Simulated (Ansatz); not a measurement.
# K on Ag(111): change of the work function, part 4 of 4

How does one ordered layer of K (top site) change the work function of Ag(111), and what dipole does each adsorbate carry?

Ansatz 0.2.0; plane-wave DFT, LDA, Ansatz PAW.

So far, work function, upper face (eV): step 2 (the clean slab) 4.82; step 3 (adsorbate added) 1.86; step 5 (the covered slab, atoms frozen) 1.86; step 6 (the substrate alone) 4.83; step 7 (the adsorbate layer alone) 2.58.

## (10) Varying the input: efield.ramp_width = 0.15

System of this step: Ag(111). The cell holds 4 atoms: 4 Ag. Its edges and angles: a = 2.892 Å, b = 2.892 Å, c = 25.084 Å, α = 90.0°, β = 90.0°, γ = 60.0°. Vacuum lies along c.

Another changed input: it repeats the earlier run at 0 ML with efield.ramp_width from 0.06 to 0.15.

Input file input.yaml:

```yaml
crystal:
  lattice:
    - [2.8920667351, 0.0, 0.0]
    - [1.4460333675, 2.504603262, 0.0]
    - [0.0, 0.0, 25.084087803]
  atoms:
    - { symbol: Ag, position: [0.0, 0.0, 0.3587931947] }
    - { symbol: Ag, position: [0.3333333333, 0.3333333333, 0.4529310649] }
    - { symbol: Ag, position: [0.6666666667, 0.6666666667, 0.5470689351] }
    - { symbol: Ag, position: [0.0, 0.0, 0.6412068053] }
kpoints:
  mp_grid: { grid: [12, 12, 1] }
hamiltonian:
  xc: lda
scf:
  occupations: { method: fermi_dirac, width: 0.1 }
  convergence: { dr2_threshold: 1.0e-08 }
efield:
  axis: 3
  dipole_correction: true
  ramp_position: 0.97
  ramp_width: 0.15
relax:
  f_tol: 0.02
  max_steps: 60
  constraints: [{ sites: [0, 1] }]
output:
  write_potential: true
  write_density: true
  volumetric_format: npy
```

On the command line:

```sh
$ ansatz run input.yaml --threads 4 --pin off --max-ram 6144MiB --backend cpu --events-out ev --progress --plain --runs-dir out
```

Log:

```text
[...]
Crystal: 4 atoms, lattice volume = 181.696 Å³
Basis set: ecut = 420 eV, 3551 PW (Γ)
Bands: 46, of which v1, the nominal top of the filled ones, is band 38 counted from 1 (37 counted from 0)
Symmetry: 6 space group operations
k-points: 19 of 144 (time reversal used)
[...]
SCF iter   1: F=—  HF=-29831.474243 eV  |F-HF|=—  |Δ(HF+E_count)|=         —  Δρ=7.87e-3  dr2=1.15e-1  ethr=1.77e-3  p=-0.000 e·Å  D=-3.00e-4 V/Å  ΔV_dip=0.01 eV  dr2_dipole=9.52e-6  V_vac-E_F(+/−)=4.78/4.78 eV  ⟨swp⟩=8.1  Hψ=3748  notcnv=0  defer=17
[...]
SCF iter   8: F=-29831.446109 eV  HF=-29831.446109 eV  |F-HF|=1.15e-9  |Δ(HF+E_count)|=   9.78e-9  Δρ=1.25e-6  dr2=2.58e-9  ethr=1.32e-11  p=-0.000 e·Å  D=-1.94e-6 V/Å  ΔV_dip=0.00 eV  dr2_dipole=3.86e-12  V_vac-E_F(+/−)=4.88/4.88 eV  ⟨swp⟩=8.8  Hψ=5182  notcnv=0
SCF 1 converged in 8 iterations: F = -29831.446109 eV  dr2 = 2.58e-9
[...]
relax step   1: F+E_penalty+E_count = -29831.44610880 eV  Δ(F+E_penalty+E_count) = +0.000e0 eV  max|allowed force component| = 3.974e-1 eV/Å  Δτ_max = 0.0000 Å  (8 SCF iters, accepted)
[...]
SCF iter   9: F=-29831.500448 eV  HF=-29831.500448 eV  |F-HF|=3.20e-10  |Δ(HF+E_count)|=  9.53e-10  Δρ=7.44e-7  dr2=9.04e-10  ethr=1.32e-11  p=0.002 e·Å  D=1.82e-3 V/Å  ΔV_dip=-0.05 eV  dr2_dipole=5.91e-11  V_vac-E_F(+/−)=4.83/4.88 eV  ⟨swp⟩=8.5  Hψ=5174  notcnv=0
SCF 2 converged in 9 iterations: F = -29831.500448 eV  dr2 = 9.04e-10
relax step   2: F+E_penalty+E_count = -29831.50044849 eV  Δ(F+E_penalty+E_count) = -5.434e-2 eV  max|allowed force component| = 9.115e-2 eV/Å  Δτ_max = 0.1967 Å  (9 SCF iters, accepted)
SCF iter   1: F=—  HF=-29831.506760 eV  |F-HF|=—  |Δ(HF+E_count)|=         —  Δρ=1.96e-3  dr2=6.90e-3  ethr=8.85e-5  p=0.002 e·Å  D=1.82e-3 V/Å  ΔV_dip=-0.05 eV  dr2_dipole=1.56e-4  V_vac-E_F(+/−)=4.83/4.87 eV  ⟨swp⟩=4.7  Hψ=2474  notcnv=0  defer=29
[...]
SCF iter   8: F=-29831.504045 eV  HF=-29831.504045 eV  |F-HF|=1.27e-9  |Δ(HF+E_count)|=   2.70e-9  Δρ=9.70e-7  dr2=1.98e-9  ethr=1.32e-11  p=0.002 e·Å  D=2.11e-3 V/Å  ΔV_dip=-0.05 eV  dr2_dipole=2.51e-10  V_vac-E_F(+/−)=4.82/4.87 eV  ⟨swp⟩=9.0  Hψ=5419  notcnv=0
SCF 3 converged in 8 iterations: F = -29831.504045 eV  dr2 = 1.98e-9
relax step   3: F+E_penalty+E_count = -29831.50404510 eV  Δ(F+E_penalty+E_count) = -3.597e-3 eV  max|allowed force component| = 1.456e-2 eV/Å  Δτ_max = 0.0604 Å  (8 SCF iters, accepted)
[...]
SCF converged after 8 iterations
Free energy (F): -29831.504045 eV
[...]
Internal energy: -29831.477607 eV  (E = F + TS)
E sigma→0 (E₀):  -29831.490826 eV
Entropy (-TS):   -0.026439 eV (-6.610 meV/atom)
Fermi energy:    3.373269 eV
Dipole field:    D = 0.002088 V/Å  (p = 0.002096 e·Å, saw-weighted, corrected)
Work function:   Φ+ = 4.8213 eV   Φ− = 4.8737 eV
[...]
--- Forces (eV/Å), atoms counted from 1 ---
  atom   1  Ag     0.00000000    -0.00000000     0.37451590
  atom   2  Ag    -0.00000000     0.00000000    -0.39557090
  atom   3  Ag    -0.00000000    -0.00000000     0.01456377
  atom   4  Ag    -0.00000000    -0.00000000     0.00637111
  max |Σ_I F_I| component: 1.20e-4 eV/Å
--- Band table (eV; the first three rows and the last of 19) ---
  k-point 0: bands = [... 34 lower, 0.0105, 0.1275, 0.1275, 0.4703, 0.4703, 2.4409, 3.6971, 7.8024, ... 4 higher]
  k-point 1: bands = [... 34 lower, -0.0225, 0.0358, 0.1282, 0.4794, 0.7069, 2.7297, 4.1106, 7.9411, ... 4 higher]
  k-point 2: bands = [... 34 lower, -0.1665, 0.0410, 0.1310, 0.5025, 1.2784, 3.4278, 5.1125, 8.3542, ... 4 higher]
  k-point 18: bands = [... 34 lower, 0.3792, 0.3960, 6.5797, 6.7733, 6.7901, 7.6225, 7.6385, 8.0225, ... 4 higher]
--- Relaxed structure (3 steps of the walk, 3 accepted, 0 SCFs on fresh bases) ---
  F+E_penalty+E_count = -29831.50404510 eV   max|allowed force component| = 1.456e-2 eV/Å
  atoms:
    - { symbol: Ag, position: [0.0, 0.0, 0.3587931947] }
    - { symbol: Ag, position: [0.333333, 0.333333, 0.452931] }
    - { symbol: Ag, position: [0.666667, 0.666667, 0.541778] }
    - { symbol: Ag, position: [-8.480374e-18, 3.799364e-18, 0.630956] }
```

Wall time 12 s (4 threads of Arm Neoverse V1, shared host); peak memory 0.49 GiB; 45 s of CPU time.

Step by step:

```
step  energy less that of the first step (eV)  largest force component (eV/Å)
   1                                   0.0000                          0.3974
   2                                  -0.0543                          0.0912
   3                                  -0.0579                          0.0146
```

The run keeps the 6 symmetry operations that the program found, so distortions that break them were not tested.

The atoms that moved most (Å):

```csv
atom,dx,dy,dz,length
Ag4,0.000,0.000,-0.257,0.257
Ag3,0.000,0.000,-0.133,0.133
```

The relaxed structure:

```
Ag
1.0
     2.89207    0.00000    0.00000
     1.44603    2.50460    0.00000
     0.00000    0.00000   25.08409
Ag
4
Direct
  0.00000 0.00000 0.35879
  0.33333 0.33333 0.45293
  0.66667 0.66667 0.54178
  0.00000 0.00000 0.63096
```

This step gave:

```
energy at zero smearing        : -29831.4908 eV
work function, upper face      : 4.821 eV
work function, lower face      : 4.874 eV
dipole along the normal        : 0.002096 e·Å
step between the vacuum levels : -0.05233 eV
```

```
                      quantity  this run  earlier run  difference
work function, upper face (eV)     4.821        4.821      5.9e-4
work function, lower face (eV)     4.874        4.875     -8.3e-4
 dipole along the normal (e·Å)  0.002096     0.002152     -5.5e-5
```

What moves beyond 0.01 in its unit (for the dipole 0.5 % and 5e-5 e·Å): dipole along the normal (-5.53e-05 e·Å).

## (11) Results

```json
{"work function of the clean face": "4.82 eV", "work function at 0.25 ML": "1.86 eV", "dipole per adsorbate at 0.25 ML, positive end outwards": "2.21 D", "step of the potential from the moved charge at 0.25 ML, upper less lower side, atoms held": "-2.88 eV"}
```

K lowers the work function of Ag(111) at the lowest coverage, by 2.96 eV: the adsorbate layer has its positive end outwards. One coverage alone was completed, so no trend follows. The slab has 4 layers, at the tabulated experimental lattice constant, one starting site was run, and quantum-size effects of a slab this thin can reach one or two tenths of an eV.

[Long decimals in the printed logs are rounded to 6 places.]

[Logs are printed without paths, hosts, clocks, repeated set-up lines and the standing remarks that a program may print on its own settings, such as how far it seeks lower states.]

[Hosts, paths, dates, database ids (printed as entryN), source tags and the programs' standing remarks are cut or masked in the printed files.]

[Maps of the electrostatic potential energy from Ansatz leave out the sawtooth potential of an applied field or a dipole correction, so their vacuum need not be flat; planar profiles and work functions include it.]
